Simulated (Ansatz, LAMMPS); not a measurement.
# Squeezing and shearing amorphous 67HfO2-33GeO2 (mol %) (72 atoms), part 2 of 4

How stiff is amorphous 67HfO2-33GeO2 (mol %) (72 atoms), and how do its levels respond to strain?

Ansatz 0.2.0; Kohn-Sham DFT, PBE, PAW (set soft_1), plane waves; PAW set soft_1.

The cell: 16 Hf, 8 Ge and 48 O. The quench rate of 20 K/ps far exceeds what a furnace or splat quench reaches. The network of bonds at the start is that of the classical potential that made the cell. The Brillouin zone is sampled at Γ only. Spin–orbit coupling is left out.

So far. Step 2 (Single point at the start): The r.m.s. force at the start is 0.87 eV/Å. Step 3 (Cell and atoms relaxed): The relaxation converged after 26 steps, with a largest force component of 0.017 eV/Å.

## (4) Single point at the relaxed geometry

The electronic structure is read at the final geometry, in a run of its own.

Contents of input.yaml:

```yaml
crystal:
  lattice:
    - [10.43337, -0.30441, -0.17877]
    - [-0.30441, 9.53515, -0.11213]
    - [-0.17877, -0.11213, 10.12958]
  atoms:
    - { symbol: Hf, position: [0.7942, 0.82939, 0.21034] }
    - { symbol: Hf, position: [0.48937, 0.63773, 0.72202] }
    - { symbol: Hf, position: [0.76765, 0.35137, 0.69791] }
    - { symbol: Hf, position: [0.29121, 0.93182, 0.86049] }
    - { symbol: Hf, position: [0.47913, 0.33942, 0.91164] }
    - { symbol: Hf, position: [0.85131, 0.19984, 0.36762] }
    [... 60 atom lines left out ...]
    - { symbol: O, position: [0.81318, 0.43047, 0.00243] }
    - { symbol: O, position: [0.6729, 0.27399, 0.34322] }
    - { symbol: O, position: [0.61363, 0.98336, 0.6175] }
    - { symbol: O, position: [0.8573, 0.22159, 0.57493] }
    - { symbol: O, position: [0.3904, 0.13378, 0.82354] }
    - { symbol: O, position: [0.65888, 0.75586, 0.78214] }
kpoints:
  mp_grid: { grid: [1, 1, 1] }
hamiltonian:
  xc: pbe
  pseudopotentials: { kind: paw, azcp: { folder: soft_1 } }
scf:
  occupations: { method: gaussian, width: 0.025 }
output:
  forces: true
  stress: true
  populations: true
  dos:
    method: { smearing: { sigma: 0.1 } }
    de: 0.1
    projected: { site_lists: { Ge: [Ge], Hf: [Hf], O: [O] } }
  eigenvalues: true
  write_density: true
  write_potential: true
  volumetric_format: npy
  elf: true
```

On the command line:

```
$ ansatz run input.yaml --threads 4 --pin off --max-ram 8192MiB --backend cpu --events-out ev --progress --plain --runs-dir out
```

What it wrote:

```text
[...]
Crystal: 72 atoms, lattice volume = 1006.342 Å³
Basis set: ecut = 420 eV, 19675 PW (Γ), exchange–correlation on 144×128×144 points (8 copies of the dense FFT grid, shifted against one another)
Bands: 490, of which v1, the nominal top of the filled ones, is band 408 counted from 1 (407 counted from 0)
Symmetry: 1 space group operations
[...]
k-points: 1
[...]
SCF iter   1: F=—  HF=-313281.637437 eV  |F-HF|=—  |Δ(HF+E_count)|=         —  Δρ=1.20e-1  dr2=3.75e2  ethr=3.10e-3  ⟨swp⟩=6.0  Hψ=1539  notcnv=0  defer=56
[...]
SCF iter  16: F=-313228.253954 eV  HF=-313228.253954 eV  |F-HF|=8.38e-9  |Δ(HF+E_count)|=   1.00e-7  Δρ=1.42e-6  dr2=2.90e-8  ethr=1.23e-11  ⟨swp⟩=9.0  Hψ=3454  notcnv=0
SCF 1 converged in 16 iterations: F = -313228.253954 eV  dr2 = 2.90e-8
[...]
SCF converged after 16 iterations
Free energy (F): -313228.253954 eV
[...]
Internal energy: -313228.253954 eV  (E = F + TS)
E sigma→0 (E₀):  -313228.253954 eV
Fermi energy:    9.554635 eV
[...]
--- Forces (eV/Å), atoms counted from 1 ---
  atom   1  Hf    -0.00683993    -0.00383827     0.00232002
  atom   2  Hf     0.00166718    -0.00594665    -0.00042234
  atom   3  Hf    -0.00213223     0.00701102    -0.00059679
  atom   4  Hf     0.00821412    -0.00431535     0.00430418
  atom   5  Hf     0.00136965     0.01766478     0.01408906
  atom   6  Hf    -0.00683675     0.00622881    -0.01037289
  atom   7  Hf    -0.00200518     0.00009265     0.00490049
  atom   8  Hf     0.00467755     0.00809666    -0.00969465
  atom   9  Hf    -0.00757479    -0.01332222    -0.00362831
  atom  10  Hf     0.00165589    -0.00492362    -0.00335074
  atom  11  Hf    -0.00147507     0.00690156     0.00404842
  atom  12  Hf     0.00732643     0.00234244    -0.00885220
  atom  13  Hf    -0.00735253    -0.00301732    -0.00558161
  atom  14  Hf     0.00531407     0.00581128    -0.00997895
[...]
atom  71  O     -0.00434303    -0.01010203    -0.00155901
  atom  72  O     -0.00098241     0.00611337    -0.00198555
  max |Σ_I F_I| component: 1.45e-4 eV/Å
--- Stress (GPa, compression-positive) ---
        0.021577      -0.001690       0.000148
       -0.001690      -0.013320      -0.003889
        0.000148      -0.003889       0.012319
  P = ⅓ Tr σ = 0.0069 GPa (0.069 kbar)
--- Band table (eV) ---
[...]
--- Löwdin populations: 72 sites ---
  site symbol       q [e]
     0     Hf     24.5170
     1     Hf     24.5115
     2     Hf     24.5237
[...]
71      O      6.6634
  spilling = 0.003637 (of n_electrons = 816.000000)
```

Wall time 32 s (4 threads of Arm Neoverse V2, shared host); peak memory 1.7 GiB.

The run gave:

```
free energy                                      : -313228.2540 eV
free energy per atom                             : -4350.3924 eV/atom
SCF cycles                                       : 16
pressure                                         : 0.006859 GPa
r.m.s. force component                           : 0.0049 eV/Å
longest force                                    : 0.02264 eV/Å
Fermi energy                                     : 9.555 eV
gap (highest filled to lowest empty level) : 3.441 eV
spilling of the projection                       : 0.003637
```

Löwdin charges by element and coordination (they lack the spilled electrons, 0.041 e an atom on average):

```
element  coordination  atoms  mean charge (e)  spread   least    most
     Ge           all      8             1.44  0.0206    1.39    1.46
     Ge             4      5             1.44  0.0123    1.43    1.46
     Ge             5      3             1.43   0.027    1.39    1.45
     Hf           all     16             1.48  0.0208    1.45    1.52
     Hf             5      5             1.49  0.0181    1.46    1.51
     Hf             6      7             1.49  0.0147    1.47    1.52
     Hf             7      4             1.47  0.0249    1.45    1.51
      O           all     48           -0.672  0.0248  -0.722  -0.602
      O             2     14           -0.657  0.0283  -0.694  -0.602
      O             3     34           -0.679  0.0202  -0.722  -0.638
```

Density of states as counts of states in windows of 1 eV (from the Fermi level), total and the larger projections:

```csv
from (eV),to (eV),total,O p,Hf d
-10,-9,5.9,3.0,0.2
-9,-8,9.4,5.0,0.5
-8,-7,1.7,1.1,0.2
-7,-6,32.2,22.9,3.7
-6,-5,43.0,31.6,7.2
-5,-4,55.7,44.1,7.8
-4,-3,64.5,56.2,5.1
-3,-2,65.3,60.8,2.5
-2,-1,9.7,9.2,0.3
-1,1,0.0,0.0,0.0
1,2,2.0,0.3,0.2
2,3,11.4,1.7,6.6
3,4,45.7,6.1,31.5
4,5,40.9,6.6,26.7
```

Between -26 and -10 eV lie 401 more states.

The levels nearest the highest filled one (over half full), pooled over k-points and spins:

```csv
level less the highest filled one (eV),occupation
-0.343,2
-0.279,2
-0.150,2
-0.133,2
-0.0711,2
0,2
3.44,0
4.10,0
4.26,0
4.33,0
4.51,0
4.61,0
```

Electrostatic potential energy in the ac plane at fractional y = 0.277, with atoms of Hf and Ge and O within 0.2 Å of it. With pseudopotentials it is smooth inside the atoms' cores, unlike the true potential.

Ten even steps from '_' (-27 eV) to '@' (14 eV), each cell a mean:
```
**%%@@@@@@@@@@@@@@@@%%##++--::==##%%@@@@@@@@@@%%**--------
%%@@@@@@@@@@@@@@@@@@%%**::____::++%%@@@@@@@@@@@@%%**++++**
@@@@@@@@@@@@@@@@@@@@%%**::____::**%%@@@@@@@@@@@@@@##====##
@@@@@@@@@@@@@@@@@@@@%%##++----++##%%@@@@@@@@@@@@%%::____==
@@@@@@@@@@@@@@@@@@@@@@%%%%######**==**%%%%%%##%%##::____==
%%%%@@@@@@@@@@@@@@@@@@@@@@%%%%##..____++##++==++##**==++%%
%%%%%%@@%%##%%@@@@@@@@@@@@@@@@##..____++++::..::++##%%%%%%
%%%%%%##..__==%%@@@@@@@@@@@@@@@@##++**##++::..::++%%%%%%%%
@@@@@@++____::%%@@@@@@@@@@@@@@@@@@@@@@%%**++==++**##%%@@@@
@@@@@@%%==--**@@@@@@@@@@@@@@@@@@@@@@@@%%%%######----**@@@@
@@@@@@@@%%%%%%%%@@@@@@@@@@@@@@@@@@@@@@@@@@@@@@%%==--##@@@@
@@@@@@@@%%##**##%%@@@@****%%@@@@@@@@@@@@@@@@@@@@%%%%@@@@@@
@@%%%%%%**====++##%%%%++==##@@@@@@@@@@@@@@@@@@%%####%%%%@@
==..--****----==##%%%%%%##%%%%%%%%@@@@%%%%@@%%**====++##%%
______++##++++**##%%%%%%**====++##%%++..::**##==::::--****
--..--%%%%########%%%%**::____..==**..____--##==::::==##%%
@@@@@@@@@@@@##--..==##++__::--..::**--__..**%%**++++**%%@@
@@@@@@@@@@@@**..__::##++......__--##%%%%%%%%%%%%**++##@@@@
@@@@@@@@@@@@%%++==##%%##==::..--**%%@@@@%%%%%%##..__::%%@@
@@@@@@@@@@@@@@@@@@@@@@%%##**####%%%%@@@@%%%%@@**____..##@@
@@@@@@@@@@%%%%%%@@@@@@@@@@@@%%##--==%%@@@@@@@@%%==::++%%%%
%%@@@@@@@@@@%%@@@@@@@@@@@@@@%%--____**@@@@@@@@@@%%**====++
++######@@@@@@@@@@@@@@@@@@@@%%++..::%%@@@@@@@@%%**--------
==##**##@@@@@@@@@@@@@@%%##########%%@@@@@@@@@@%%++--====--
```
Columns run along a (10.4 Å; values clipped at the 3rd and 97th percentile), rows up along c (10.1 Å). Atoms in or near the plane, at fractional coordinates: Hf at (0.48, 0.29), Ge at (0.93, 0.01), O at (0.05, 0.39), O at (0.87, 0.19), O at (0.92, 0.82), O at (0.60, 0.74), O at (0.67, 0.34).

Valence density in the ac plane at fractional y = 0.277, with atoms of Hf and Ge and O within 0.2 Å of it. It is the smooth field of the valence electrons, not physical close to the nuclei.

Values in e/Å³, 13 rows by 16 columns, each cell a mean:
```
 0  0  0  0  0  0  0  3  1  0  0  0  0  0  3  2
 0  0  0  0  0  0  0  3  2  0  0  0  0  0  3  2
 0  0  0  0  0  0  0  0  1  2  1  0  0  1  4  3
 0  0  1  1  0  0  0  0  1  4  2  1  2  1  0  0
 0  1  4  3  0  0  0  0  0  0  0  1  1  1  1  0
 0  0  1  1  0  0  0  0  0  0  0  0  0  2  1  0
 0  0  0  0  0  0  1  1  0  0  0  0  0  0  0  0
 3  3  1  1  0  0  1  1  0  0  1  1  0  1  1  1
 2  2  0  0  1  1  1 14  9  1  5  4  1  1  1  0
 0  0  0  1  4  1  1 19 11  1  1  1  0  1  1  0
 0  0  0  0  1  0  0  0  1  0  0  0  0  4  4  0
 0  0  0  0  0  0  0  0  2  3  1  0  0  1  1  0
 1  1  0  0  0  0  0  0  1  1  0  0  0  0 12 11
```
Columns run along a (10.4 Å), rows up along c (10.1 Å). Atoms in or near the plane, at fractional coordinates: Hf at (0.48, 0.29), Ge at (0.93, 0.01), O at (0.05, 0.39), O at (0.87, 0.19), O at (0.92, 0.82), O at (0.60, 0.74), O at (0.67, 0.34).

Between filled and empty levels lie 3.44 eV (at Γ alone); a semilocal functional tends to put such gaps too low. In a disordered cell it changes from sample to sample, and tail or defect levels can set it. Mean Löwdin charges: Ge +1.44, Hf +1.48, O -0.67 e (they miss 0.36 % of the electrons, so they add up to more than the cell's charge). The largest share in the top eV of filled states is O p (95 % of the projected weight), and in the lowest eV of empty states Hf d (44 % of the projected weight).

## (5) Volume -3 %

The relaxed cell is scaled evenly and the atoms are relaxed again; the stress at the end gives one point of P(V).

input.yaml, the sections that differ from step 4:

```yaml
crystal:
  lattice:
    - [10.32798, -0.30133, -0.17696]
    - [-0.30133, 9.43883, -0.111]
    - [-0.17696, -0.111, 10.02725]
  atoms:
    [... the 72 atom lines of step 4 ...]
output:
  forces: true
  eigenvalues: true
  stress: true
relax:
  f_tol: 0.05
  max_steps: 70
# kpoints, hamiltonian, scf: as in step 4
```

What it wrote:

```text
Warning: output.stress: scf.convergence.dr2_threshold = 1e-7 eV (the SCF's general default) is looser than the 7.2e-9 eV advised for a printed stress (1e-10 eV for each atom of the cell: 72). What an SCF threshold leaves in a stress goes as its square root, and in the free energy as the threshold itself, and one threshold admits the most on a small cell: [...]
[...]
Crystal: 72 atoms, lattice volume = 976.152 Å³
Basis set: ecut = 420 eV, 19083 PW (Γ), exchange–correlation on 144×128×144 points (8 copies of the dense FFT grid, shifted against one another)
Bands: 490, of which v1, the nominal top of the filled ones, is band 408 counted from 1 (407 counted from 0)
Symmetry: 1 space group operations
[...]
k-points: 1
[...]
SCF iter   1: F=—  HF=-313281.698160 eV  |F-HF|=—  |Δ(HF+E_count)|=         —  Δρ=1.16e-1  dr2=3.30e2  ethr=3.10e-3  ⟨swp⟩=6.0  Hψ=1534  notcnv=0  defer=56
[...]
SCF iter  10: F=—  HF=-313227.722857 eV  |F-HF|=—  |Δ(HF+E_count)|=   5.06e-4  Δρ=1.16e-4  dr2=1.18e-4  ethr=1.12e-7  ⟨swp⟩=2.0  Hψ=807  notcnv=0  defer=77
SCF iter  11: F=-313227.722855 eV  HF=-313227.722864 eV  |F-HF|=9.27e-6  |Δ(HF+E_count)|=   6.74e-6  Δρ=7.03e-5  dr2=4.34e-5  ethr=7.66e-9  ⟨swp⟩=12.0  Hψ=2896  notcnv=0
SCF 1 converged in 11 iterations: F = -313227.722855 eV  dr2 = 4.34e-5
[...]
relax step   1: F+E_penalty+E_count = -313227.72285474 eV  Δ(F+E_penalty+E_count) = +0.000e0 eV  max|allowed force component| = 4.016e-1 eV/Å  Δτ_max = 0.0000 Å  (11 SCF iters, dr2 threshold 6.25e-5 eV, accepted)
[...]
relax step   2: F+E_penalty+E_count = -313227.87905979 eV  Δ(F+E_penalty+E_count) = -1.562e-1 eV  max|allowed force component| = 2.061e-1 eV/Å  Δτ_max = 0.0529 Å  (7 SCF iters, dr2 threshold 1.01e-5 eV, accepted)
[...]
relax step   3: F+E_penalty+E_count = -313227.93500607 eV  Δ(F+E_penalty+E_count) = -5.595e-2 eV  max|allowed force component| = 1.382e-1 eV/Å  Δτ_max = 0.0387 Å  (8 SCF iters, dr2 threshold 2.66e-6 eV, accepted)
relax step   4: F+E_penalty+E_count = -313227.85170343 eV  Δ(F+E_penalty+E_count) = +8.330e-2 eV  max|allowed force component| = 8.870e-1 eV/Å  Δτ_max = 0.1755 Å  (8 SCF iters, dr2 threshold 5.03e-6 eV, rejected (line search))
relax step   5: F+E_penalty+E_count = -313227.97291896 eV  Δ(F+E_penalty+E_count) = -3.791e-2 eV  max|allowed force component| = 1.356e-1 eV/Å  Δτ_max = 0.0857 Å  (10 SCF iters, accepted)
relax step   6: F+E_penalty+E_count = -313227.99457810 eV  Δ(F+E_penalty+E_count) = -2.166e-2 eV  max|allowed force component| = 6.653e-2 eV/Å  Δτ_max = 0.1000 Å  (7 SCF iters, dr2 threshold 8.27e-6 eV, accepted)
relax step   7: F+E_penalty+E_count = -313228.00358584 eV  Δ(F+E_penalty+E_count) = -9.008e-3 eV  max|allowed force component| = 1.129e-1 eV/Å  Δτ_max = 0.1473 Å  (10 SCF iters, accepted)
relax step   8: F+E_penalty+E_count = -313227.59648408 eV  Δ(F+E_penalty+E_count) = +4.071e-1 eV  max|allowed force component| = 2.006e0 eV/Å  Δτ_max = 0.2000 Å  (9 SCF iters, dr2 threshold 3.07e-6 eV, rejected (line search))
relax step   9: F+E_penalty+E_count = -313228.00462788 eV  Δ(F+E_penalty+E_count) = -1.042e-3 eV  max|allowed force component| = 1.091e-1 eV/Å  Δτ_max = 0.1000 Å  (11 SCF iters, accepted)
relax step  10: F+E_penalty+E_count = -313228.00969093 eV  Δ(F+E_penalty+E_count) = -5.063e-3 eV  max|allowed force component| = 7.277e-2 eV/Å  Δτ_max = 0.0792 Å  (7 SCF iters, dr2 threshold 1.11e-5 eV, accepted)
[...]
relax step  11: F+E_penalty+E_count = -313228.01218722 eV  Δ(F+E_penalty+E_count) = -2.496e-3 eV  max|allowed force component| = 2.605e-2 eV/Å  Δτ_max = 0.0206 Å  (8 SCF iters, accepted)
SCF converged after 8 iterations
Free energy (F): -313228.012187 eV
[...]
Internal energy: -313228.012187 eV  (E = F + TS)
E sigma→0 (E₀):  -313228.012187 eV
Fermi energy:    10.050821 eV
[...]
Σ components = -313228.012187   (vs F -313228.012187, Δ=0.00e0)
--- Forces (eV/Å), atoms counted from 1 ---
  atom   1  Hf    -0.00444465    -0.00741450    -0.01987609
  atom   2  Hf     0.00474721     0.00789025     0.00073127
  atom   3  Hf     0.00391525    -0.00674887    -0.00003325
  atom   4  Hf    -0.00576431    -0.00019855     0.01605026
[...]
atom  72  O     -0.00050038     0.00202156     0.00001139
  max |Σ_I F_I| component: 3.12e-4 eV/Å
--- Stress (GPa, compression-positive) ---
        2.515600       0.462266       0.207627
        0.462266       2.576666      -0.029977
        0.207627      -0.029977       2.540484
  P = ⅓ Tr σ = 2.5443 GPa (25.443 kbar)
--- Band table (eV) ---
[...]
--- Relaxed structure (11 steps of the walk, 9 accepted, 0 SCFs on fresh bases) ---
  F+E_penalty+E_count = -313228.01218722 eV   max|allowed force component| = 2.605e-2 eV/Å
  atoms:
    - { symbol: Hf, position: [0.792152, 0.835209, 0.211990] }
    - { symbol: Hf, position: [0.494495, 0.630120, 0.712388] }
    - { symbol: Hf, position: [0.763114, 0.355689, 0.700617] }
    - { symbol: Hf, position: [0.292516, 0.921895, 0.854915] }
[...]
- { symbol: O, position: [0.658695, 0.756030, 0.779063] }
```

It took 3 min on 4 threads; peak memory 1.7 GiB; 11 min of CPU time.

The program notes that the SCF threshold is loose for the stress.

The relaxation converged after 11 steps, 0.289 eV below its start, with a largest force component of 0.026 eV/Å.

Volume -3 %: the energy stands 0.242 eV above that of the reference, at a pressure of 2.54 GPa.

## (6) Volume +3 %

The relaxed cell is scaled to another volume.

input.yaml, the sections that differ from step 5:

```yaml
crystal:
  lattice:
    - [10.53668, -0.30742, -0.18054]
    - [-0.30742, 9.62956, -0.11324]
    - [-0.18054, -0.11324, 10.22988]
  atoms:
    [... the 72 atom lines of step 4 ...]
# kpoints, hamiltonian, scf, output, relax: as in step 5
```

What it wrote:

```text
[...]
Crystal: 72 atoms, lattice volume = 1036.532 Å³
Basis set: ecut = 420 eV, 20233 PW (Γ), exchange–correlation on 144×144×144 points (8 copies of the dense FFT grid, shifted against one another)
Bands: 490, of which v1, the nominal top of the filled ones, is band 408 counted from 1 (407 counted from 0)
Symmetry: 1 space group operations
[...]
k-points: 1
[...]
SCF iter   1: F=—  HF=-313280.821212 eV  |F-HF|=—  |Δ(HF+E_count)|=         —  Δρ=1.22e-1  dr2=4.17e2  ethr=3.10e-3  ⟨swp⟩=6.0  Hψ=1536  notcnv=0  defer=54
[...]
SCF iter  10: F=—  HF=-313227.773749 eV  |F-HF|=—  |Δ(HF+E_count)|=   3.92e-4  Δρ=1.26e-4  dr2=1.44e-4  ethr=1.60e-7  ⟨swp⟩=2.0  Hψ=717  notcnv=0  defer=77
SCF iter  11: F=-313227.773786 eV  HF=-313227.773791 eV  |F-HF|=4.64e-6  |Δ(HF+E_count)|=   4.22e-5  Δρ=6.05e-5  dr2=3.70e-5  ethr=7.66e-9  ⟨swp⟩=12.0  Hψ=2797  notcnv=0
SCF 1 converged in 11 iterations: F = -313227.773786 eV  dr2 = 3.70e-5
[...]
relax step   1: F+E_penalty+E_count = -313227.77378648 eV  Δ(F+E_penalty+E_count) = +0.000e0 eV  max|allowed force component| = 3.565e-1 eV/Å  Δτ_max = 0.0000 Å  (11 SCF iters, dr2 threshold 6.25e-5 eV, accepted)
[...]
relax step   2: F+E_penalty+E_count = -313227.90868555 eV  Δ(F+E_penalty+E_count) = -1.349e-1 eV  max|allowed force component| = 1.929e-1 eV/Å  Δτ_max = 0.0550 Å  (7 SCF iters, dr2 threshold 7.94e-6 eV, accepted)
[...]
relax step   3: F+E_penalty+E_count = -313227.95560488 eV  Δ(F+E_penalty+E_count) = -4.692e-2 eV  max|allowed force component| = 1.441e-1 eV/Å  Δτ_max = 0.0304 Å  (9 SCF iters, accepted)
relax step   4: F+E_penalty+E_count = -313227.81645541 eV  Δ(F+E_penalty+E_count) = +1.391e-1 eV  max|allowed force component| = 6.927e-1 eV/Å  Δτ_max = 0.2000 Å  (9 SCF iters, dr2 threshold 6.09e-6 eV, rejected (line search))
relax step   5: F+E_penalty+E_count = -313227.98068660 eV  Δ(F+E_penalty+E_count) = -2.508e-2 eV  max|allowed force component| = 1.285e-1 eV/Å  Δτ_max = 0.0580 Å  (11 SCF iters, accepted)
relax step   6: F+E_penalty+E_count = -313227.99668866 eV  Δ(F+E_penalty+E_count) = -1.600e-2 eV  max|allowed force component| = 5.791e-2 eV/Å  Δτ_max = 0.1000 Å  (7 SCF iters, dr2 threshold 9.22e-6 eV, accepted)
relax step   7: F+E_penalty+E_count = -313228.00298653 eV  Δ(F+E_penalty+E_count) = -6.298e-3 eV  max|allowed force component| = 1.159e-1 eV/Å  Δτ_max = 0.1500 Å  (9 SCF iters, accepted)
relax step   8: F+E_penalty+E_count = -313228.00582514 eV  Δ(F+E_penalty+E_count) = -2.839e-3 eV  max|allowed force component| = 6.548e-2 eV/Å  Δτ_max = 0.0405 Å  (7 SCF iters, dr2 threshold 2.73e-6 eV, accepted)
relax step   9: F+E_penalty+E_count = -313228.00069058 eV  Δ(F+E_penalty+E_count) = +5.135e-3 eV  max|allowed force component| = 9.079e-2 eV/Å  Δτ_max = 0.2000 Å  (10 SCF iters, rejected (line search))
[...]
relax step  10: F+E_penalty+E_count = -313228.00858726 eV  Δ(F+E_penalty+E_count) = -2.762e-3 eV  max|allowed force component| = 4.377e-2 eV/Å  Δτ_max = 0.0678 Å  (9 SCF iters, accepted)
SCF converged after 9 iterations
Free energy (F): -313228.008587 eV
[...]
Internal energy: -313228.008587 eV  (E = F + TS)
E sigma→0 (E₀):  -313228.008587 eV
Fermi energy:    9.133861 eV
[...]
Σ components = -313228.008587   (vs F -313228.008587, Δ=0.00e0)
--- Forces (eV/Å), atoms counted from 1 ---
  atom   1  Hf    -0.00964392    -0.00160865     0.00528550
  atom   2  Hf    -0.00510924    -0.02489178    -0.01123256
  atom   3  Hf     0.02188290     0.01214632     0.00290530
  atom   4  Hf     0.00429389     0.00645834    -0.02306364
[...]
atom  72  O      0.00253886     0.00322064     0.00913344
  max |Σ_I F_I| component: 1.83e-4 eV/Å
--- Stress (GPa, compression-positive) ---
       -2.724799      -0.144961      -0.091205
       -0.144961      -2.590237       0.080840
       -0.091205       0.080840      -2.527853
  P = ⅓ Tr σ = -2.6143 GPa (-26.143 kbar)
--- Band table (eV) ---
[...]
--- Relaxed structure (10 steps of the walk, 8 accepted, 0 SCFs on fresh bases) ---
  F+E_penalty+E_count = -313228.00858726 eV   max|allowed force component| = 4.377e-2 eV/Å
  atoms:
    - { symbol: Hf, position: [0.793211, 0.825473, 0.208269] }
    - { symbol: Hf, position: [0.486476, 0.645558, 0.728630] }
    - { symbol: Hf, position: [0.769710, 0.348928, 0.696153] }
    - { symbol: Hf, position: [0.290041, 0.941270, 0.870470] }
[...]
- { symbol: O, position: [0.660338, 0.754574, 0.782562] }
```

Elapsed: 2.8 min, on 4 threads; peak memory 1.8 GiB.

The relaxation converged after 10 steps, 0.235 eV below its start, with a largest force component of 0.044 eV/Å.

Volume +3 %: the energy stands 0.245 eV above that of the reference, at a pressure of -2.61 GPa.

[end of part 2 of 4]

[Long decimals in the printed logs are rounded to 6 places.]

[Logs are printed without paths, hosts, clocks, repeated set-up lines and the standing remarks that a program may print on its own settings, such as how far it seeks lower states.]

[Hosts, paths, dates, database ids (printed as entryN), source tags and the programs' standing remarks are cut or masked in the printed files.]
